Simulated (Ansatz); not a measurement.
**Lattice dynamics of YAlSe3 (model cell, started as cubic perovskite with Al in the octahedra)**

Task: relax YAlSe3 (model cell, started as cubic perovskite with Al in the octahedra), then find its harmonic phonons.

Main program and level: Ansatz 0.2.0; DFT PBEsol, scalar-relativistic, plane waves, PAW; PAW set soft_1.

This is a report of a sequence of runs, with most program output left out.

The structure was built from a prototype and need not be the compound's stable phase.

### Step 1. Set-up

Symmetry: Pm-3m, No. 221, cubic system. The conventional cell has a = 4.929 Å, b = 4.929 Å, c = 4.929 Å, α = 90.00°, β = 90.00°, γ = 90.00°. Nearest to Y lie 12 Se at 3.49 Å. Nearest to Al lie 6 Se at 2.46 Å. Nearest to Se lie 2 Al at 2.46 Å and 4 Y at 3.49 Å. Farther neighbours and most contacts between anions are not listed.

### Step 2. Relaxation

The cell and atoms are relaxed, since residual forces and stress would shift the frequencies.

Contents of input.yaml:

```yaml
crystal:
  lattice:
    - [4.9294, 0.0, 0.0]
    - [0.0, 4.9294, 0.0]
    - [0.0, 0.0, 4.9294]
  atoms:
    - { symbol: "Y", position: [0.0, 0.0, 0.0] }
    - { symbol: Al, position: [0.5, 0.5, 0.5] }
    - { symbol: Se, position: [0.5, 0.5, 0.0] }
    - { symbol: Se, position: [0.5, 0.0, 0.5] }
    - { symbol: Se, position: [0.0, 0.5, 0.5] }
kpoints:
  mp_grid: { grid: [8, 8, 8] }
hamiltonian:
  xc: pbesol
  pseudopotentials: { kind: paw, azcp: { folder: soft_1 }, xc_functional: pbe }
scf:
  occupations: { method: gaussian, width: 0.1 }
output:
  forces: true
  stress: true
  eigenvalues: true
  write_density: true
  write_potential: true
  elf: true
  volumetric_format: npy
relax:
  adjacent_minimum: "off"
  f_tol: 0.005
  max_steps: 80
  cell: { stress_tol: 0.05 }
```

Command:

```console
$ ansatz run input.yaml --threads 4 --pin off --max-ram 16384MiB --backend cpu --events-out ev --progress --plain --runs-dir out
```

Elapsed: 12 s, on 4 threads of Arm Neoverse V1, shared host; peak memory 0.54 GiB; 47 s of CPU time.

Step by step:

```csv
step,energy less that of the first step (eV),largest force component (eV/Å),pressure (GPa),volume (Å³)
1,0.0000,0.0000,-3.92,119.78
2,-0.0896,0.0000,0.28,112.44
3,-0.0899,0.0000,-0.03,112.89
4*,-0.0894,0.0000,-0.03,112.89
```

Relaxation steps marked * repeat the geometry before them on a plane-wave basis chosen anew for their cell, so energy and pressure can jump there.

The run keeps the 48 symmetry operations that it works with, so distortions that break them were not tested.

| conventional cell, symmetrised | before | after | change |
| --- | --- | --- | --- |
| a (Å) | 4.929 | 4.833 | -2.0 % |
| b (Å) | 4.929 | 4.833 | -2.0 % |
| c (Å) | 4.929 | 4.833 | -2.0 % |
| volume (Å³/atom) | 23.96 | 22.58 | -5.7 % |

The relaxed structure:

```xyz
5
Lattice="4.8331 0.0000 0.0000 0.0000 4.8331 0.0000 0.0000 0.0000 4.8331" Properties=species:S:1:pos:R:3 pbc="T T T"
Y     0.0000    0.0000    0.0000
Al    2.4165    2.4165    2.4165
Se    2.4165    2.4165    0.0000
Se    2.4165    0.0000    2.4165
Se    0.0000    2.4165    2.4165
```

This step gave:

| Item | Value |
| --- | --- |
| pressure | -0.02881 GPa |
| volume per atom | 22.58 Å³ |
| gap on the k-mesh | 0 eV |

Electrostatic potential energy in the ac plane at fractional y = 0.500, with atoms of Al and Se within 0.2 Å of it. With pseudopotentials it is smooth inside the atoms' cores, unlike the true potential.

Ten even steps from '_' (-8 eV) to '@' (19 eV), each cell a mean:
```
######**--__**%%--__++######
########++..______--**######
########**++----==**########
--==******++----==++****++==
____--++++..______--++++..__
%%--__==--__++##::__==::__++
@@==__--::__##@@==__==::__%%
==__..====__::--....++--__::
__::++**++--....::==****--..
****####**++======**####****
########**--..__..++**######
########==__::--__..**######
######**::__%%@@++__++######
```
Columns run along a (4.8 Å; values clipped at the 3rd and 97th percentile), rows up along c (4.8 Å). Atoms in or near the plane, at fractional coordinates: Al at (0.50, 0.50), Se at (0.50, 0.00), Se at (0.00, 0.50).

Valence density in the ac plane at fractional y = 0.500, with atoms of Al and Se within 0.2 Å of it. It is the smooth field of the valence electrons, not physical close to the nuclei.

Values in e/Å³, 13 rows by 14 columns, each cell a mean:
```
 0  0  0  0  1  2 13 21  6  1  0  0  0  0
 0  0  0  0  0  1  2  2  1  1  0  0  0  0
 0  0  0  0  0  0  1  1  1  0  0  0  0  0
 1  0  0  0  0  0  0  0  0  0  0  0  0  0
 2  1  1  0  0  0  0  0  0  0  0  0  1  2
23  6  1  1  0  0  0  0  0  0  0  1  2 13
38  9  1  1  0  0  0  0  0  0  0  1  3 21
 8  3  1  0  0  0  0  0  0  0  0  1  1  5
 1  1  0  0  0  0  0  0  0  0  0  0  0  1
 0  0  0  0  0  0  0  0  0  0  0  0  0  0
 0  0  0  0  0  1  1  1  1  0  0  0  0  0
 0  0  0  0  0  1  5  7  3  1  0  0  0  0
 0  0  0  0  1  3 23 40 10  1  0  0  0  0
```
Columns run along a (4.8 Å), rows up along c (4.8 Å). Atoms in or near the plane, at fractional coordinates: Al at (0.50, 0.50), Se at (0.50, 0.00), Se at (0.00, 0.50).

ELF in the ac plane at fractional y = 0.500, with atoms of Al and Se within 0.2 Å of it. It is the smooth field of the valence electrons, not physical close to the nuclei.

Ten even steps from '_' (0.05) to '@' (0.82), each cell a mean:
```
____::**@@%%==::**@@%%++..__
::....--##@@%%%%@@%%**::__..
**==::..==%%@@@@@@**::..--**
@@%%**--::++%%@@##--::==##@@
%%%%%%##==------::--++%%@@%%
::**@@@@%%::______++%%@@%%==
..++@@@@%%::__..__++@@@@%%::
++%%@@%%**::____..==##@@@@**
@@@@##++--==**##++----**%%@@
%%##--..::**@@@@%%++..::++##
==::..::**%%@@@@@@%%==....--
____..++%%@@****%%@@##--____
____--##@@##::..==@@@@++..__
```
Columns run along a (4.8 Å), rows up along c (4.8 Å). Atoms in or near the plane, at fractional coordinates: Al at (0.50, 0.50), Se at (0.50, 0.00), Se at (0.00, 0.50).

In this step the volume went from 23.96 to 22.58 Å³/atom.

### Step 3. Tight relaxation

Phonons need a cell at rest on their own settings, so the relaxation is repeated with tight tolerances on forces and stress, using the mesh and the filling of the phonon run that follows.

input.yaml, the sections that differ from step 2:

```yaml
crystal:
  lattice:
    - [4.8330682366, 0.0, 0.0]
    - [0.0, 4.8330682366, 0.0]
    - [0.0, 0.0, 4.8330682366]
  atoms:
    - { symbol: "Y", position: [0.0, 0.0, 0.0] }
    - { symbol: Al, position: [0.5, 0.5, 0.5] }
    - { symbol: Se, position: [0.5, 0.5, 0.0] }
    - { symbol: Se, position: [0.5, 0.0, 0.5] }
    - { symbol: Se, position: [0.0, 0.5, 0.5] }
scf:
  occupations: { method: methfessel_paxton, width: 0.2 }
relax:
  adjacent_minimum: "off"
  f_tol: 0.001
  max_steps: 60
  cell: { stress_tol: 0.01 }
# kpoints, hamiltonian, output: as in step 2
```

The job ended after 8.4 s (4 threads; peak memory 0.52 GiB).

Little changed from the start: no atom moved by 0.005 Å and no cell edge by 0.1 %.

This step gave:

```
pressure        : 8.51e-4 GPa
volume per atom : 22.57 Å³
```

Valence density in the ac plane at fractional y = 0.500, with atoms of Al and Se within 0.2 Å of it. It is the smooth field of the valence electrons, not physical close to the nuclei.

Values in e/Å³, 14 rows by 14 columns, each cell a mean:
```
 0  0  0  0  1  2 13 22  6  1  0  0  0  0
 0  0  0  0  0  1  2  3  1  1  0  0  0  0
 0  0  0  0  0  0  1  1  1  0  0  0  0  0
 0  0  0  0  0  0  0  0  0  0  0  0  0  0
 1  1  0  0  0  0  0  0  0  0  0  0  1  1
10  3  1  0  0  0  0  0  0  0  0  1  1  6
40 10  1  1  0  0  0  0  0  0  0  1  3 22
24  6  1  1  0  0  0  0  0  0  0  1  2 13
 3  1  1  0  0  0  0  0  0  0  0  0  1  2
 1  0  0  0  0  0  0  0  0  0  0  0  0  1
 0  0  0  0  0  0  1  1  0  0  0  0  0  0
 0  0  0  0  0  1  1  1  1  0  0  0  0  0
 0  0  0  0  0  1  6 10  3  1  0  0  0  0
 0  0  0  0  1  3 24 40 10  1  0  0  0  0
```
Columns run along a (4.8 Å), rows up along c (4.8 Å). Atoms in or near the plane, at fractional coordinates: Al at (0.50, 0.50), Se at (0.50, 0.00), Se at (0.00, 0.50).

Electrostatic potential energy in the ac plane at fractional y = 0.500, with atoms of Al and Se within 0.2 Å of it. With pseudopotentials it is smooth inside the atoms' cores, unlike the true potential.

Ten even steps from '0' (-8 eV) to '9' (19 eV), each cell a mean:
```
77763068305777
77775100036777
77776422357777
55676543466765
01465300146530
51143024114303
94032079403208
83043057204206
00254100035410
24666432356653
67776543467776
77776200146777
77774034115777
77762089505777
```
Columns run along a (4.8 Å; values clipped at the 3rd and 97th percentile), rows up along c (4.8 Å). Atoms in or near the plane, at fractional coordinates: Al at (0.50, 0.50), Se at (0.50, 0.00), Se at (0.00, 0.50).

ELF in the ac plane at fractional y = 0.500, with atoms of Al and Se within 0.2 Å of it. It is the smooth field of the valence electrons, not physical close to the nuclei.

Ten even steps from '0' (0.05) to '9' (0.82), each cell a mean:
```
00279842698510
11147988886201
54114899973125
97522699842368
99853356434789
47997200048986
15998201069982
26998200059984
78975222236898
98632588732479
75213799952147
32126999985112
00258865797410
00379721499510
```
Columns run along a (4.8 Å), rows up along c (4.8 Å). Atoms in or near the plane, at fractional coordinates: Al at (0.50, 0.50), Se at (0.50, 0.00), Se at (0.00, 0.50).

The forces vanish by symmetry and the pressure is 0.001 GPa, within the tolerances set. The cell now holds 22.57 Å³/atom.

### Step 4. Modes at Γ

The zone centre comes first: it holds the modes that light can see, as far as symmetry allows. No field response is asked, since the mesh shows no gap.

input.yaml, the sections that differ from step 3:

```yaml
crystal:
  lattice:
    - [4.8323304856, 0.0, 0.0]
    - [0.0, 4.8323304856, 0.0]
    - [0.0, 0.0, 4.8323304856]
  atoms:
    - { symbol: "Y", position: [0.0, 0.0, 0.0] }
    - { symbol: Al, position: [0.5, 0.5, 0.5] }
    - { symbol: Se, position: [0.5, 0.5, 0.0] }
    - { symbol: Se, position: [0.5, 0.0, 0.5] }
    - { symbol: Se, position: [0.0, 0.5, 0.5] }
output:
  eigenvalues: true
phonons:
  method: dfpt
# kpoints, hamiltonian, scf: as in step 3
# relax: removed
```

The job ended after 77 s (4 threads; peak memory 1.9 GiB).

This step gave:

```yaml
sum_rule_residual_before_enforcement: 4.78e-5 eV/Å²
point_group: m-3m
highest_optical_mode_at_the_zone_centre_no_lo_to_term: 345.9 cm⁻¹
lowest_optical_zone_centre_mode: -126.4 cm⁻¹
```

Patterns of degenerate modes are one choice out of their space. Modes at Γ, with each element's share of the kinetic energy (negative means imaginary):

| mode | frequency (cm⁻¹) | symmetry | Y % | Al % | Se % |
| --- | --- | --- | --- | --- | --- |
| 1 | -126.4 | T1u | 62 | 1 | 37 |
| 2 | -126.4 | T1u | 62 | 1 | 37 |
| 3 | -126.4 | T1u | 62 | 1 | 37 |
| 4 | -107.0 | T2u | 0 | 0 | 100 |
| 5 | -107.0 | T2u | 0 | 0 | 100 |
| 6 | -107.0 | T2u | 0 | 0 | 100 |
| 7 | 0.0 | acoustic | 25 | 8 | 67 |
| 8 | 0.0 | acoustic | 25 | 8 | 67 |
| 9 | 0.0 | acoustic | 25 | 8 | 67 |
| 10 | 56.3 | T1u | 12 | 31 | 56 |
| 11 | 56.3 | T1u | 12 | 31 | 56 |
| 12 | 56.3 | T1u | 12 | 31 | 56 |
| 13 | 345.9 | T1u | 0 | 60 | 40 |
| 14 | 345.9 | T1u | 0 | 60 | 40 |
| 15 | 345.9 | T1u | 0 | 60 | 40 |

Displacements in mode 1 (-126.4 cm⁻¹), the largest set to 1:
```
Y1   0.02  0.11  1.00
Al2  0.00  0.02  0.17
Se3 -0.01 -0.07 -0.03
Se4 -0.01  0.00 -0.58
Se5  0.00 -0.07 -0.58
```

Displacements in mode 14 (345.9 cm⁻¹), the largest set to 1:
```
Y1   0.00  0.00  0.00
Al2  0.00  0.34  1.00
Se3  0.00  0.02 -0.46
Se4  0.00 -0.16  0.06
Se5  0.00  0.02  0.06
```

Before it was imposed, the acoustic sum rule was missed by 4.8e-5 eV/Å². Small misses are needed for a sound result but don't prove that mesh and cutoff are converged. The lowest optical mode is imaginary, 126.4i cm⁻¹, so the energy falls along it.

### Step 5. The dispersion

Stability and thermal properties need the whole zone. Linear response on a 2×2×2 q mesh gives force constants as far as a supercell of that size would.

input.yaml, as its differences from that of step 4:

```diff
@@ -22 +22,8 @@
   method: dfpt
+  qmesh: [2, 2, 2]
+  temperatures: { t_max: 1000, t_step: 50 }
+  qpath:
+    path:
+      - [[0.0, 0.0, 0.0], [0.0, 0.5, 0.0], [0.5, 0.5, 0.0], [0.0, 0.0, 0.0], [0.5, 0.5, 0.5], [0.0, 0.5, 0.0]]
+      - [[0.5, 0.5, 0.5], [0.5, 0.5, 0.0]]
+    npoints: 10
```

The job ended after 6 min (4 threads; peak memory 1.6 GiB; 23 min of CPU time).

Numbers from this step:

| Quantity | Value |
| --- | --- |
| sum-rule residual before enforcement | 4.19e-5 eV/Å² |
| lowest frequency on the path | -166.7 cm⁻¹ |
| highest frequency on the path or at a solved wavevector | 353.8 cm⁻¹ |
| lowest mode on the q mesh (acoustic modes at Γ apart) | -166.7 cm⁻¹ |

Frequencies (cm⁻¹) solved at each irreducible wavevector; negative means imaginary. Frequencies by wavevector, by row:

```
q in reciprocal lattice units  star  mode 1  mode 2  mode 3  mode 4  mode 13  mode 14  mode 15
                        0 0 0     1  -126.4  -126.4  -126.4    -107    345.9    345.9    345.9
                     0 0 -0.5     3  -116.5  -116.5   -96.1     -75    322.1    344.8    344.8
                  0 -0.5 -0.5     3  -145.4  -127.4  -127.4   -63.1    336.1    336.1    343.4
               -0.5 -0.5 -0.5     1  -166.7  -166.7  -166.7    -117    353.8    353.8    353.8
```

Interpolated from a 2×2×2 q mesh. The phonon branches at the labelled points (cm⁻¹):

```
    point  branch 1  branch 2  branch 3  branch 4  branch 12  branch 13  branch 14  branch 15
        Γ      -126      -126      -126      -107         56        346        346        346
  halfway      -121      -121      -102       -95        158        338        345        345
        X      -116      -116       -96       -75        227        322        345        345
  halfway      -132      -117      -107       -99        232        329        342        344
        M      -145      -127      -127       -63        256        336        336        343
  halfway      -124      -115      -110      -101        179        336        343        345
        Γ      -126      -126      -126      -107         56        346        346        346
  halfway      -128      -122      -122      -100        197        339        339        348
        R      -167      -167      -167      -117        275        354        354        354
  halfway      -140      -134      -122      -106        238        337        341        348
        X      -116      -116       -96       -75        227        322        345        345
jump to R      -167      -167      -167      -117        275        354        354        354
  halfway      -156      -144      -144      -108        259        345        345        348
        M      -145      -127      -127       -63        256        336        336        343
```

The phonon density of states has structure finer than the step of the table below, so its rows give means over 20 cm⁻¹, whole bins alone (the curve runs from -168 to 352 cm⁻¹). Peaks (cm⁻¹: height): -122.5: 0.121, 87.5: 0.0841, 342.5: 0.236.

Tetrahedra on a 14×14×14 mesh, mean over bins of 5 cm-1. Interpolated from a 2×2×2 q mesh. Phonon density of states against wavenumber; means over each step:

```csv
wavenumber (cm⁻¹),phonon density of states (1/cm⁻¹/cell)
-140,0.0368
-120,0.0944
-100,0.0863
-80,0.0423
-60,0.0152
-40,0.00885
-20,0.00385
0,0.00245
20,0.0103
40,0.0247
60,0.0486
80,0.0646
100,0.0326
120,0.0187
140,0.0169
160,0.0199
180,0.0248
200,0.00648
220,0.0138
240,0.0134
260,0.00559
280,3.0e-4
300,0
320,0.00829
340,0.129
```

The partial phonon density of states has structure finer than the step of the table below, so its rows give means over 20 cm⁻¹, whole bins alone (the curve runs from -175 to 374 cm⁻¹). Peaks (cm⁻¹: height): Al 342.9: 0.139; Se -119.7: 0.0657, 87.4: 0.0582, 139.2: 0.0176, 180.6: 0.0313, 229.0: 0.0175, 342.9: 0.0519; Y -105.9: 0.0447, -47.2: 0.0130, 63.3: 0.0193.

Phonopy on the run's constants, 11x11x11 mesh, Gaussian sigma 3.9 cm-1. Interpolated from a 2×2×2 q mesh. The partial phonon density of states by wavenumber; means over each step; values in 1/cm⁻¹/cell:

```csv
wavenumber (cm⁻¹),Al,Se,Y
-160,0,0.00971,5.0e-5
-140,2.4e-5,0.0339,0.00276
-120,2.1e-4,0.0588,0.0347
-100,1.4e-4,0.0519,0.0341
-80,7.1e-5,0.0286,0.0140
-60,3.0e-5,0.00568,0.00864
-40,2.0e-5,0.00374,0.00682
-20,9.0e-7,8.1e-4,0.00103
0,1.8e-5,6.6e-4,5.8e-4
20,1.3e-4,0.00838,0.00556
40,2.0e-4,0.0152,0.00807
60,0.00111,0.0311,0.0159
80,0.00382,0.0474,0.0130
100,0.00697,0.0244,0.00322
120,0.00511,0.01000,3.1e-4
140,0.00564,0.0139,4.8e-4
160,0.00322,0.0147,2.9e-4
180,0.00254,0.0222,1.5e-4
200,0.00126,0.00560,1.9e-5
220,0.00172,0.0114,2.6e-5
240,0.00154,0.0119,1.3e-5
260,4.8e-4,0.00539,2.4e-6
280,1.7e-5,3.9e-4,0
300,1.3e-6,0,0
320,0.00902,6.9e-4,2.2e-5
340,0.0959,0.0298,1.9e-4
360,0.0108,0.00357,1.6e-5
```

Symmetry leaves 4 wavevectors to solve. The lowest mode among them, the acoustic zeros apart, lies at q = (-0.5, -0.5, -0.5) and is imaginary, 166.7i cm⁻¹, so the energy falls along it.

### Step 6. Summary of results

- space group after relaxation (within 0.01 Å): Pm-3m
- volume per atom: 22.6 Å³
- electronic character: no gap on this mesh
- highest optical mode at the zone centre (no LO-TO term): 346 cm⁻¹
- lowest optical zone-centre mode: -126 cm⁻¹
- lowest mode on the q mesh (acoustic modes at Γ apart): -167 cm⁻¹
- highest frequency on the path or at a solved wavevector: 354 cm⁻¹
- imaginary modes on the 2×2×2 q mesh: yes

Modes are clearly imaginary (beyond 10i cm⁻¹) at 4 of the 4 irreducible wavevectors, most at q = (-0.5, -0.5, -0.5) (166.7i cm⁻¹), so this structure is not a minimum of the energy. The optical modes at Γ span -126 to 346 cm⁻¹ (negative means imaginary). With no gap, or one that is small against the smearing, the frequencies hang on the k mesh and the smearing, most of all near Kohn anomalies. The PAW files were made for PBE and serve the other functionals too. The starting cell was built on a prototype and not taken from a measurement, so the phase need not exist. These are harmonic frequencies at zero temperature: anharmonic shifts, linewidths and thermal expansion are left out.

[Logs are printed without paths, hosts, clocks, repeated set-up lines and the standing remarks that a program may print on its own settings, such as how far it seeks lower states.]

[Hosts, paths, dates, database ids (printed as entryN), source tags and the programs' standing remarks are cut or masked in the printed files.]
